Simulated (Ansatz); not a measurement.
# A hypothetical structure for BaMg2V2

Starting from a made-up structure for BaMg2V2, the aim is the relaxed cell, its shortest contacts and, where a second run follows, its electronic structure.

Main program and level: Ansatz 0.2.0; DFT, PBEsol, plane-wave PAW, files of the set soft_1, scalar-relativistic, ferromagnetic start, cell and ions relaxed at zero pressure; PAW set soft_1.

In doubt: warnings of the run leave room for a lower electronic state, so energies may not be the lowest and differences between runs may mislead.

## Step 1: The structure

Symmetry: P-3m1, No. 164, trigonal system. Conventional cell: a = 4.456 Å, b = 4.456 Å, c = 7.712 Å, α = 90.00°, β = 90.00°, γ = 120.00°. Ba has 6 V at 3.36 Å nearest. Nearest to V lie 4 Mg at 2.67 Å and 3 Ba at 3.36 Å. Nearest to Mg lie 4 V at 2.67 Å. Farther neighbours are not listed.

## Step 2: Relaxation of the guess

The guess takes its coordinates from another compound and its volume from a rule, so the cell and any free coordinates are relaxed together.

input.yaml reads:

```yaml
crystal:
  lattice:
    - [4.456, 0.0, 0.0]
    - [-2.228, 3.859009199, 0.0]
    - [0.0, 0.0, 7.712]
  atoms:
    - { symbol: Ba, position: [0.0, 0.0, 0.0] }
    - { symbol: V, position: [0.333333333, 0.666666667, 0.2794], spin: 2.0 }
    - { symbol: V, position: [0.666666667, 0.333333333, 0.7206], spin: 2.0 }
    - { symbol: Mg, position: [0.333333333, 0.666666667, 0.6256] }
    - { symbol: Mg, position: [0.666666667, 0.333333333, 0.3744] }
magnetization:
  spin_polarized: true
kpoints:
  mp_grid: { grid: [7, 7, 4] }
scf:
  occupations: { method: fermi_dirac, width: 0.05 }
hamiltonian:
  xc: pbesol
  pseudopotentials: { kind: paw, azcp: { folder: soft_1 }, xc_functional: pbe }
relax:
  f_tol: 0.015
  max_steps: 70
  cell: {}
output:
  forces: true
  stress: true
```

The run is started by

```sh
$ ansatz run input.yaml --threads 4 --pin off --max-ram 8192MiB --backend cpu --events-out ev --progress --plain --runs-dir out
```

Numbers of over 12 decimals in the logs are rounded to 6 here.

The program printed:

```text
Engine: ansatz 0.2.0, x86_64-unknown-linux-gnu
Pseudopotentials: kind: paw
Pseudopotential: Ba, paw, valence charge 10, recommended cutoff 420 eV (normal), soft_1/Ba.paw.azcp
Pseudopotential: V, paw, valence charge 13, recommended cutoff 420 eV (normal), soft_1/V.paw.azcp
Pseudopotential: Mg, paw, valence charge 10, recommended cutoff 420 eV (normal), soft_1/Mg.paw.azcp
Functional definition: PBEsol
  exchange = pbesol_x
  correlation = pbesol_c
Crystal: 5 atoms, lattice volume = 132.614 Å³
Basis set: ecut = 420 eV, 2623 PW (Γ), exchange–correlation on 60×60×108 points (8 copies of the dense FFT grid, shifted against one another)
Bands: 36, of which v1, the nominal top of the filled ones, is band 28 counted from 1 (27 counted from 0)
Symmetry: 12 space group operations
Space group: P-3m1 (ITA 164), of the structure as read, at distance tolerance 5.1e-5 Å
Magnetic group: BNS 164.85 (UNI 1315), of the structure as read, at distance tolerance 5.1e-5 Å
k-points: 28 of 196
Non-local potential: Ba, projectors of the file, l = 0: 3, l = 1: 2, l = 2: 2, l = 3: 2
Non-local potential: V, projectors of the file, l = 0: 3, l = 1: 2, l = 2: 3, l = 3: 1
Non-local potential: Mg, projectors of the file, l = 0: 3, l = 1: 2, l = 2: 1
PAW form: soft (Blöchl's): semilocal exchange-correlation on the pseudo side does not see the compensation charge
PAW frozen core: Ba, regenerated for the run's functional, and the local potential with it (the file was generated under x = pbe(κ = 0.804, μ = 0.219515), c = pbe(β = 0.066725))
PAW frozen core: V, regenerated for the run's functional, and the local potential with it (the file was generated under x = pbe(κ = 0.804, μ = 0.219515), c = pbe(β = 0.066725))
PAW frozen core: Mg, regenerated for the run's functional, and the local potential with it (the file was generated under x = pbe(κ = 0.804, μ = 0.219515), c = pbe(β = 0.066725))
PAW one-centre angular grid: Ba, 194 points (default); XC on 64 Gauss nodes
PAW one-centre angular grid: V, 590 points (default); XC on 64 Gauss nodes
PAW one-centre angular grid: Mg, 110 points (default); XC on 64 Gauss nodes
Initial density: superposition of atomic densities (chi_scale 0.1, normalization cell, long waves kept (reshape's long-wave potential 0.04 eV rms))
Starting moments: Σ|m| = 4 μB on 2 of 5 sites
Initial wavefunctions: pseudopotential atomic-orbital guess
Functional: x = pbesol(κ = 0.804, μ = 0.123457), c = pbesol(β = 0.046)
SCF iter   1: F=—  HF=-15451.147572 eV  |F-HF|=—  |Δ(HF+E_count)|=         —  Δρ=1.85e-2 (↑1.85e-2 ↓1.85e-2)  dr2=1.07e1  dr2_m=3.77e-2  M=4.747 μB ∫|m|=4.794 μB  β_m=0.30  ethr=3.10e-3  ⟨swp⟩=7.0  Hψ=9148  notcnv=0
Mixer restart at iter 1: flushing history
preconditioner: auto → Kerker (q_TF=auto, 2.363 Å⁻¹)  [metal: Δε(μ)=0.003 eV  Ē_g=5.845 eV  σ=0.050 eV  W_gap=0.02  n_scr=34 (ndim 8)  ℏωp=15.1 eV  f_vac=0.000  D(μ)=11.94/eV (n_scr^D=134)]
spin=Collinear: Kerker preconditioning applied to the charge; magnetization (m = ρ↑ − ρ↓) channel mixes plain (no charge-response kernel on spin).
SCF iter   2: F=—  HF=-15450.077950 eV  |F-HF|=—  |Δ(HF+E_count)|=    1.07e0  Δρ=1.48e-2 (↑1.48e-2 ↓1.27e-2)  dr2=5.13e0  dr2_m=1.01e-1  M=5.129 μB ∫|m|=5.174 μB  β_m=0.47  ethr=3.10e-3  ⟨swp⟩=2.1  Hψ=3019  notcnv=0  defer=1
SCF iter   3: F=—  HF=-15450.226506 eV  |F-HF|=—  |Δ(HF+E_count)|=   1.49e-1  Δρ=1.61e-2 (↑1.61e-2 ↓8.43e-3)  dr2=9.35e-1  dr2_m=1.52e-1  M=6.014 μB ∫|m|=6.056 μB  β_m=0.36  ethr=3.10e-3  ⟨swp⟩=2.4  Hψ=3007  notcnv=0  defer=1
SCF iter   4: F=—  HF=-15450.567290 eV  |F-HF|=—  |Δ(HF+E_count)|=   3.41e-1  Δρ=1.72e-2 (↑1.72e-2 ↓6.96e-3)  dr2=4.33e-1  dr2_m=1.64e-1  M=6.782 μB ∫|m|=6.824 μB  β_m=0.22  ethr=1.67e-3  ⟨swp⟩=2.1  Hψ=2909  notcnv=0  defer=1
SCF iter   5: F=—  HF=-15450.892546 eV  |F-HF|=—  |Δ(HF+E_count)|=   3.25e-1  Δρ=7.49e-3 (↑7.04e-3 ↓7.49e-3)  dr2=7.63e-2  dr2_m=5.28e-2  M=7.414 μB ∫|m|=7.444 μB  β_m=0.56  ethr=7.72e-4  ⟨swp⟩=2.8  Hψ=3519  notcnv=0  defer=2
SCF iter   6: F=—  HF=-15451.063524 eV  |F-HF|=—  |Δ(HF+E_count)|=         —  Δρ=7.14e-3 (↑7.14e-3 ↓5.50e-3)  dr2=9.04e-3  dr2_m=4.74e-2  M=8.346 μB ∫|m|=8.371 μB  β_m=0.56  ethr=1.36e-4  ⟨swp⟩=3.6  Hψ=4134  notcnv=0  defer=16
Mixer restart at iter 6: flushing history
SCF iter   7: F=—  HF=-15451.054843 eV  |F-HF|=—  |Δ(HF+E_count)|=   8.68e-3  Δρ=2.70e-3 (↑2.70e-3 ↓2.52e-3)  dr2=1.31e-3  dr2_m=8.03e-3  M=8.342 μB ∫|m|=8.366 μB  β_m=0.75  ethr=1.61e-5  ⟨swp⟩=2.0  Hψ=2832  notcnv=0  defer=57
SCF iter   8: F=—  HF=-15451.053370 eV  |F-HF|=—  |Δ(HF+E_count)|=   1.47e-3  Δρ=8.00e-4 (↑8.00e-4 ↓2.43e-4)  dr2=8.16e-4  dr2_m=2.72e-4  M=8.329 μB ∫|m|=8.352 μB  β_m=0.67  ethr=2.34e-6  ⟨swp⟩=2.0  Hψ=3231  notcnv=0  defer=57
SCF iter   9: F=—  HF=-15451.053203 eV  |F-HF|=—  |Δ(HF+E_count)|=   1.68e-4  Δρ=2.99e-4 (↑2.99e-4 ↓1.23e-4)  dr2=1.74e-4  dr2_m=3.42e-5  M=8.335 μB ∫|m|=8.357 μB  β_m=0.84  ethr=1.46e-6  ⟨swp⟩=2.0  Hψ=3053  notcnv=0  defer=57
SCF iter  10: F=—  HF=-15451.053269 eV  |F-HF|=—  |Δ(HF+E_count)|=   6.61e-5  Δρ=1.06e-4 (↑1.06e-4 ↓5.10e-5)  dr2=4.09e-5  dr2_m=3.06e-6  M=8.334 μB ∫|m|=8.357 μB  β_m=0.92  ethr=3.11e-7  ⟨swp⟩=2.0  Hψ=2470  notcnv=0  defer=57
SCF iter  11: F=—  HF=-15451.053262 eV  |F-HF|=—  |Δ(HF+E_count)|=   6.29e-6  Δρ=6.27e-5 (↑6.27e-5 ↓1.61e-5)  dr2=7.53e-6  dr2_m=1.31e-6  M=8.333 μB ∫|m|=8.355 μB  β_m=0.96  ethr=7.30e-8  ⟨swp⟩=2.7  Hψ=3589  notcnv=0  defer=57
SCF iter  12: F=—  HF=-15451.053265 eV  |F-HF|=—  |Δ(HF+E_count)|=   2.78e-6  Δρ=5.32e-5 (↑5.32e-5 ↓8.37e-6)  dr2=5.69e-6  dr2_m=8.73e-7  M=8.332 μB ∫|m|=8.354 μB  β_m=0.98  ethr=1.34e-8  ⟨swp⟩=2.1  Hψ=2912  notcnv=0  defer=57
SCF iter  13: F=—  HF=-15451.053265 eV  |F-HF|=—  |Δ(HF+E_count)|=   2.92e-7  Δρ=2.79e-6 (↑2.79e-6 ↓2.49e-6)  dr2=5.74e-8  dr2_m=1.80e-9  M=8.332 μB ∫|m|=8.354 μB  β_m=0.99  ethr=1.02e-8  ⟨swp⟩=2.0  Hψ=2419  notcnv=0  defer=57
SCF iter  14: F=-15451.053265 eV  HF=-15451.053265 eV  |F-HF|=6.50e-8  |Δ(HF+E_count)|=   1.32e-8  Δρ=5.94e-6 (↑5.94e-6 ↓1.10e-6)  dr2=7.76e-8  dr2_m=9.70e-9  M=8.332 μB ∫|m|=8.354 μB  ethr=1.03e-10  ⟨swp⟩=2.2  Hψ=7064  notcnv=0
SCF 1 converged in 14 iterations: F = -15451.053265 eV  dr2 = 7.76e-8
  greatest PAW one-centre occupation: 1.000 electrons in one spin orbital (limit 2), on the Mg atom at site 4 (counted from 0), in its partial waves of l = 0
relax step   1: F+E_penalty+E_count = -15451.05326542 eV  Δ(F+E_penalty+E_count) = +0.000e0 eV  max|allowed force component| = 8.567e-1 eV/Å  Δτ_max = 0.0000 Å  P = +4.885 GPa  Ω = 132.614 Å³  (14 SCF iters, dr2 threshold 1.00e-7 eV, accepted)
Crystal: 5 atoms, lattice volume = 146.272 Å³
[...]
relax step  15: F+E_penalty+E_count = -15452.93127878 eV  Δ(F+E_penalty+E_count) = -4.815e-4 eV  max|allowed force component| = 1.077e-2 eV/Å  Δτ_max = 0.0089 Å  P = +0.052 GPa  Ω = 121.195 Å³  energy of the carried Pulay correction = +1.298e-3 eV  (8 SCF iters, dr2 threshold 7.11e-8 eV, accepted)
relax step  16: F+E_penalty+E_count = -15452.93131301 eV  Δ(F+E_penalty+E_count) = -3.423e-5 eV  max|allowed force component| = 6.367e-4 eV/Å  Δτ_max = 0.0025 Å  P = +0.002 GPa  Ω = 121.393 Å³  energy of the carried Pulay correction = +1.274e-3 eV  (7 SCF iters, dr2 threshold 1.37e-8 eV, accepted)
relax step  17: F+E_penalty+E_count = -15452.94534884 eV  Δ(F+E_penalty+E_count) = -1.404e-2 eV  max|allowed force component| = 1.646e-3 eV/Å  Δτ_max = 0.0000 Å  P = +0.202 GPa  Ω = 121.393 Å³  stress off target by 3.05e-1 GPa  SCF on the basis re-selected at this cell (its energy is not comparable with the rows above)  (11 SCF iters)
relax step  18: F+E_penalty+E_count = -15452.94640248 eV  Δ(F+E_penalty+E_count) = -1.054e-3 eV  max|allowed force component| = 4.841e-3 eV/Å  Δτ_max = 0.0051 Å  P = +0.044 GPa  Ω = 122.450 Å³  energy of the carried Pulay correction = -2.131e-4 eV  (8 SCF iters, dr2 threshold 2.33e-7 eV, accepted)
relax step  19: F+E_penalty+E_count = -15452.94640462 eV  Δ(F+E_penalty+E_count) = -2.140e-6 eV  max|allowed force component| = 3.762e-4 eV/Å  Δτ_max = 0.0048 Å  P = +0.001 GPa  Ω = 122.762 Å³  energy of the carried Pulay correction = -2.746e-4 eV  (8 SCF iters, dr2 threshold 6.88e-9 eV, accepted)
iter 1 solved again at ethr=5.23e-7 eV; its pass at ethr=3.10e-3 eV (dr2=2.93e-4 eV) is discarded
SCF iter   1: F=—  HF=-15452.946585 eV  |F-HF|=—  |Δ(HF+E_count)|=         —  Δρ=1.51e-4 (↑1.51e-4 ↓9.68e-5)  dr2=1.56e-6  dr2_m=1.30e-6  M=5.821 μB ∫|m|=6.011 μB  β_m=0.65  ethr=5.23e-7  ⟨swp⟩=3.0  Hψ=13752  notcnv=0
preconditioner: auto → Kerker (q_TF=auto, 1.932 Å⁻¹)  [metal: Δε(μ)=0.005 eV  Ē_g=6.085 eV  σ=0.050 eV  W_gap=0.02  n_scr=20 (ndim 8)  ℏωp=15.7 eV  f_vac=0.003  D(μ)=6.91/eV (n_scr^D=70)]
spin=Collinear: Kerker preconditioning applied to the charge; magnetization (m = ρ↑ − ρ↓) channel mixes plain (no charge-response kernel on spin).
SCF iter   2: F=—  HF=-15452.946673 eV  |F-HF|=—  |Δ(HF+E_count)|=   8.83e-5  Δρ=5.35e-5 (↑5.35e-5 ↓3.45e-5)  dr2=1.96e-7  dr2_m=1.59e-7  M=5.821 μB ∫|m|=6.011 μB  β_m=0.65  ethr=2.79e-9  ⟨swp⟩=2.0  Hψ=2920  notcnv=0
SCF iter   3: F=—  HF=-15452.946684 eV  |F-HF|=—  |Δ(HF+E_count)|=   1.15e-5  Δρ=1.12e-6 (↑1.12e-6 ↓5.80e-7)  dr2=2.92e-9  dr2_m=2.63e-10  M=5.821 μB ∫|m|=6.011 μB  β_m=0.77  ethr=3.50e-10  ⟨swp⟩=1.4  Hψ=2069  notcnv=0
SCF iter   4: F=—  HF=-15452.946684 eV  |F-HF|=—  |Δ(HF+E_count)|=   1.91e-7  Δρ=1.03e-6 (↑1.03e-6 ↓4.60e-7)  dr2=2.10e-9  dr2_m=5.36e-10  M=5.821 μB ∫|m|=6.011 μB  β_m=0.89  ethr=5.22e-12  ⟨swp⟩=2.0  Hψ=3188  notcnv=0
SCF iter   5: F=—  HF=-15452.946684 eV  |F-HF|=—  |Δ(HF+E_count)|=   3.01e-9  Δρ=8.66e-7 (↑8.66e-7 ↓4.39e-7)  dr2=1.14e-9  dr2_m=4.26e-10  M=5.821 μB ∫|m|=6.011 μB  β_m=0.94  ethr=3.76e-12  ⟨swp⟩=2.0  Hψ=2486  notcnv=0
SCF iter   6: F=—  HF=-15452.946684 eV  |F-HF|=—  |Δ(HF+E_count)|=  2.07e-10  Δρ=7.55e-7 (↑7.55e-7 ↓9.61e-8)  dr2=1.07e-9  dr2_m=1.44e-10  M=5.821 μB ∫|m|=6.010 μB  β_m=0.79  ethr=2.04e-12  ⟨swp⟩=2.5  Hψ=3640  notcnv=0
SCF iter   7: F=—  HF=-15452.946684 eV  |F-HF|=—  |Δ(HF+E_count)|=   1.35e-9  Δρ=8.06e-8 (↑6.69e-8 ↓8.06e-8)  dr2=1.75e-11  dr2_m=2.27e-12  M=5.821 μB ∫|m|=6.010 μB  β_m=0.80  ethr=1.91e-12  ⟨swp⟩=2.0  Hψ=3143  notcnv=0
SCF iter   8: F=-15452.946684 eV  HF=-15452.946684 eV  |F-HF|=0.00e0  |Δ(HF+E_count)|=  2.00e-11  Δρ=4.32e-8 (↑4.32e-8 ↓3.66e-8)  dr2=4.33e-12  dr2_m=1.22e-12  M=5.821 μB ∫|m|=6.010 μB  ethr=1.00e-12  ⟨swp⟩=3.0  Hψ=6487  notcnv=0
SCF 20 converged in 8 iterations: F = -15452.946684 eV  dr2 = 4.33e-12
relax step  20: F+E_penalty+E_count = -15452.94668421 eV  Δ(F+E_penalty+E_count) = -2.796e-4 eV  max|allowed force component| = 4.806e-4 eV/Å  Δτ_max = 0.0000 Å  P = -0.000 GPa  Ω = 122.762 Å³  stress off target by 5.44e-4 GPa  SCF on the basis re-selected at this cell (its energy is not comparable with the rows above)  (8 SCF iters)
basis re-selected at this cell: Δ(F+E_penalty+E_count) = -2.796e-4 eV, ΔP = -0.001 GPa vs the last step (what re-selecting the basis moved, of the pressure what is left beyond the Pulay correction that the steps carried, after the strain that the cell walked since its last selection, with what the two solves' SCF thresholds leave and, on support functions, any second-order correction that the steps lacked; it is no m [...]
WARN: an SCF from antiferromagnetic starting moments (0.00, -2.35, 2.35, 0.00, 0.00 Bohr magnetons, atom by atom) was not made, by what the run has read of turns of its moments that order reads lower: the deck asks for what bars it, or types moments that do (magnetization.spin_polarized, in the input reference, names some of the keys), or the run goes by scf.lower_state_search: light, the default, which as a rule tries one only behind a close that has lost an order of both signs, or on which an open d or half-filled 4f shell of a PAW file has lost a moment that was set nearer to Hund's than to what is left; [rest of the remark cut]
SCF converged after 8 iterations
Magnetization: 5.8211 μB (30.9106 up, 25.0894 down)
Absolute magnetization: 6.0108 μB (∫|ρ↑−ρ↓|, with the PAW one-centre terms)
Spin contamination: 0.1458 ħ² per cell (⟨S²⟩ above its minimum at these occupations)
Per-site moments (μB) at R_I (Å): [(0.115017, 1.216754), (2.283637, 1.149420), (2.283637, 1.149420), (0.018220, 1.149420), (0.018220, 1.149420)]
Free energy (F): -15452.946684 eV
Harris-Foulkes:  -15452.946684 eV  (|F-HF|=0.00e0)
Internal energy: -15452.891274 eV  (E = F + TS)
E sigma→0 (E₀):  -15452.918979 eV
Entropy (-TS):   -0.055410 eV (-11.082 meV/atom)
Fermi energy:    8.397913 eV
--- Per-component energies (eV) ---
  E_band       = -1193.381397
  E_kinetic    = 890.048907
  E_local      = -6958.876439  (includes V_loc(G=0)·N_el)
  E_nonlocal   = 662.908504
  E_hartree    = 2626.085442
  E_xc         = -472.853442
  E_vxc        = -480.639272  (∫ρ·V_xc dr)
  E_paw        = -7893.848577  (= ΣΔE_a)
  E_vpaw       = -558.995750  (= ΣTr[D̂ρ^β])
  E_aug_tail   = 0.001732  (compensation charges beyond the density's cutoff)
  E_ewald      = -4306.925923
  E_core_change = 0.568521  (= ΣΔE_core)
  E_smearing   = -0.055410  (= −TS)
  E_closure    = 0.000000  (closes the sum)
  Σ components = -15452.946684   (vs F -15452.946684, Δ=0.00e0)
--- Forces (eV/Å), atoms counted from 1 ---
  atom   1  Ba     0.00000000     0.00000000     0.00000000
  atom   2  V      0.00000000     0.00000000    -0.00048058
  atom   3  V     -0.00000000    -0.00000000     0.00048058
  atom   4  Mg     0.00000000     0.00000000    -0.00034317
  atom   5  Mg    -0.00000000    -0.00000000     0.00034317
  max |Σ_I F_I| component: 1.85e-17 eV/Å
--- Stress (GPa, compression-positive) ---
       -0.000431       0.000000       0.000000
        0.000000      -0.000431       0.000000
        0.000000       0.000000       0.000544
  P = ⅓ Tr σ = -0.0001 GPa (-0.001 kbar)
--- Relaxed structure (18 steps of the walk, 18 accepted, 2 SCFs on fresh bases) ---
  F+E_penalty+E_count = -15452.94668421 eV   max|allowed force component| = 4.806e-4 eV/Å   (the final SCF, on the basis selected at the relaxed cell)
  cell:  # Å, volume = 122.7625 Å³
    - [5.012636, 0, -2.3671424542764954e-17]
    - [-2.506318, 4.341070, 1.183571227138244e-17]
    - [-4.09681387073687e-17, 0, 5.641605]
  atoms:
    - { symbol: Ba, position: [0, 0, 4.597174668085582e-19] }
    - { symbol: V, position: [0.333333, 0.666667, 0.101091] }
    - { symbol: V, position: [0.666667, 0.333333, 0.898909] }
    - { symbol: Mg, position: [0.333333, 0.666667, 0.607176] }
    - { symbol: Mg, position: [0.666667, 0.333333, 0.392824] }
```

Run time: 55 s. Hardware: 4 threads of Intel Xeon Platinum 8488C (Sapphire Rapids), shared host; peak memory 0.72 GiB; 3.4 min of CPU time.

Step by step:

```
step  energy less that of the first step (eV)  largest force component (eV/Å)  pressure (GPa)  volume (Å³)
   1                                   0.0000                          0.8567            4.89       132.61
   2                                  -0.3670                          0.2440            0.71       146.27
   3                                  -0.4098                          0.1271           -0.16       148.77
   4                                  -0.4278                          0.0138           -0.29       146.51
   5                                  -0.4390                          0.0405           -0.03       144.32
   6                                  -0.4630                          0.0542            0.03       142.49
   7                                  -0.5907                          0.2356           -0.05       139.68
   8                                  -0.8356                          0.4182            0.02       135.10
   9                                  -1.1826                          0.5995           -0.29       130.54
  10                                  -1.5684                          0.6435           -0.17       125.97
  11                                  -1.7863                          0.3599            1.00       120.71
  12                                  -1.8504                          0.0095           -1.06       126.74
  13                                  -1.8751                          0.0510           -0.24       123.01
  14                                  -1.8775                          0.0044           -0.14       122.17
  15                                  -1.8780                          0.0108            0.05       121.19
  16                                  -1.8780                          0.0006            0.00       121.39
 17*                                  -1.8921                          0.0016            0.20       121.39
  18                                  -1.8931                          0.0048            0.04       122.45
  19                                  -1.8931                          0.0004            0.00       122.76
 20*                                  -1.8934                          0.0005            0.00       122.76
```

Relaxation steps marked * repeat the geometry before them on a plane-wave basis chosen anew for their cell, so energy and pressure can jump there.

Forces are held to the 12 operations that the run works with; a distortion that breaks them can't arise in this run.

```
     cell as run  before  after   change
           a (Å)   4.456  5.013  +12.5 %
           b (Å)   4.456  5.013  +12.5 %
           c (Å)   7.712  5.642  -26.8 %
volume (Å³/atom)   26.52  24.55   -7.4 %
```

The atoms that moved most (Å, as changes of fractional coordinates times the final cell):

```csv
atom,dx,dy,dz,length
V3,0.000,0.000,1.006,1.006
V2,0.000,0.000,-1.006,1.006
Mg5,0.000,0.000,0.104,0.104
Mg4,0.000,0.000,-0.104,0.104
```

Final coordinates:

```xyz
5
Lattice="5.0126 0.0000 0.0000 -2.5063 4.3411 0.0000 0.0000 0.0000 5.6416" Properties=species:S:1:pos:R:3 pbc="T T T"
Ba    0.0000    0.0000    0.0000
V     0.0000    2.8940    0.5703
V     2.5063    1.4470    5.0713
Mg    0.0000    2.8940    3.4254
Mg    2.5063    1.4470    2.2162
```

This step gave:

```yaml
free_energy: -15452.9467 eV
energy_at_zero_smearing: -15452.9190 eV
smearing_term_ts: 0.05541 eV
fermi_energy: 8.398 eV
magnetization: 5.821 μB
absolute_magnetization: 6.011 μB
site_moments: 0.1150, 2.284, 2.284, 0.01822, 0.01822 μB
electrons: 56
symmetry_operations: 12
pressure: -1.06e-4 GPa
```

Site moment by atom:

| atom | site moment (μB) |
| --- | --- |
| Ba1 | 0.12 |
| V2 | 2.28 |
| V3 | 2.28 |
| Mg4 | 0.02 |
| Mg5 | 0.02 |

Shortest distances by pair of elements, guess and relaxed (not always the same contact):

```csv
pair,guess (Å),relaxed (Å)
Mg–V,2.670,2.786
Ba–V,3.356,2.950
V–V,4.266,3.111
Mg–Mg,3.220,3.137
Ba–Mg,3.867,3.645
```

The relaxation ends with a largest force component of 4.8e-4 eV/Å and a pressure of 0.00 GPa.

## Step 3: Outcome

```
space group, relaxed : P-3m1
conventional cell    : a = 5.013, b = 5.013, c = 5.642 Å; α = 90.0°, β = 90.0°, γ = 120.0°
volume per atom      : 24.55 Å³ (guess 26.52)
total moment         : 5.82 μB in the cell of 5 atoms
```

**Reading.** BaMg2V2 relaxes to P-3m1 with a = 5.013, b = 5.013 and c = 5.642 Å. The guessed volume was 8 % too large. The space group P-3m1 was held in the relaxation, so the end point is a stationary structure within it and may be a saddle against distortions or other arrangements. The input starts from parallel moments, and no other start was typed. The electronic state may lie above the lowest one. Mesh and cutoff weren't tested. A vector of the cell changed its length by 27 %, so the starting arrangement is largely lost and the mesh was laid for another shape. Spin-orbit coupling is left out, which can matter for elements this heavy. No dispersion term is used, so weakly bound directions may come out too long. The program estimates, without running it, that another magnetic order lies lower than the one relaxed here. Nothing here tests whether the compound is stable against decomposition.

[Logs are printed without paths, hosts, clocks, repeated set-up lines and the standing remarks that a program may print on its own settings, such as how far it seeks lower states.]

[Hosts, paths, dates, database ids (printed as entryN), source tags and the programs' standing remarks are cut or masked in the printed files.]
